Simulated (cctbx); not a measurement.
# Sm5TlSe8 across an absorption edge

Space group I-4 (no. 82), a = 9.0310 Å, b = 9.0310 Å, c = 9.0420 Å, α = 90.00°, β = 90.00°, γ = 90.00°.

| atom | mult. | x | y | z | Ueq (Å²) |
| --- | --- | --- | --- | --- | --- |
| Tl1 | 2 | 0 | 1/2 | 1/4 | 0.0125 |
| Sm1 | 8 | 0.7598 | 0.1314 | 0.1162 | 0.0149 |
| Sm2 | 2 | 0 | 0 | 1/2 | 0.0149 |
| Se1 | 8 | 0.3104 | 0.9299 | 0.4413 | 0.0153 |
| Se2 | 8 | 0.4336 | 0.3216 | 0.6977 | 0.0159 |

The model is made up (kin elements in a known structure type, no relaxation), so it says nothing on whether the phase exists.

Calculated with cctbx: free-atom f′ and f″ from the Sasaki tables, no fine structure; amplitudes in electrons.

```csv
E (eV),F 1 1 2,F 3 1 0,F 2 2 0,F 2 1 3
6116,198.1,521.6,59.2,265.0
6466,185.4,512.9,54.4,261.3
6596,175.4,506.2,50.5,258.0
6656,165.9,499.8,46.8,254.9
6686,157.2,494.2,43.4,251.9
6701,148.3,488.3,40.0,248.9
6708,140.4,483.2,37.1,246.3
6712,132.1,477.7,34.1,243.5
6720,127.1,478.5,45.7,244.9
6724,137.6,485.3,48.4,248.4
6731,146.7,491.1,50.9,251.4
6746,156.3,497.2,53.7,254.7
6776,165.7,503.2,56.6,257.8
6866,177.3,510.4,60.1,261.7
7116,184.2,514.2,61.7,264.0
```

**Question.** Which edge is crossed, and why do the reflections move as they do?

The L3 edge of Sm. The edge is at 6716 eV. f′ of Sm falls from -11.8 e at 6596 eV to -19.1 e at 4 eV below it, and f″ steps from 3.60 to 10.63 e across it. Over that approach |F| changes by -25 % (1 1 2), -6 % (3 1 0), -32 % (2 2 0) and -6 % (2 1 3): a reflection falls where Sm scatters in phase with the total and rises where it scatters against it; it hardly moves where the Sm term is small or cancels by symmetry or lies in quadrature to the total. The f″ term interferes with the normal scattering with opposite sign for the two Friedel mates. The largest Friedel difference in the scan is 12.2 % of the mean (1 1 2, at 6720 eV).

[Logs are printed without paths, hosts, clocks, repeated set-up lines and the standing remarks that a program may print on its own settings, such as how far it seeks lower states.]
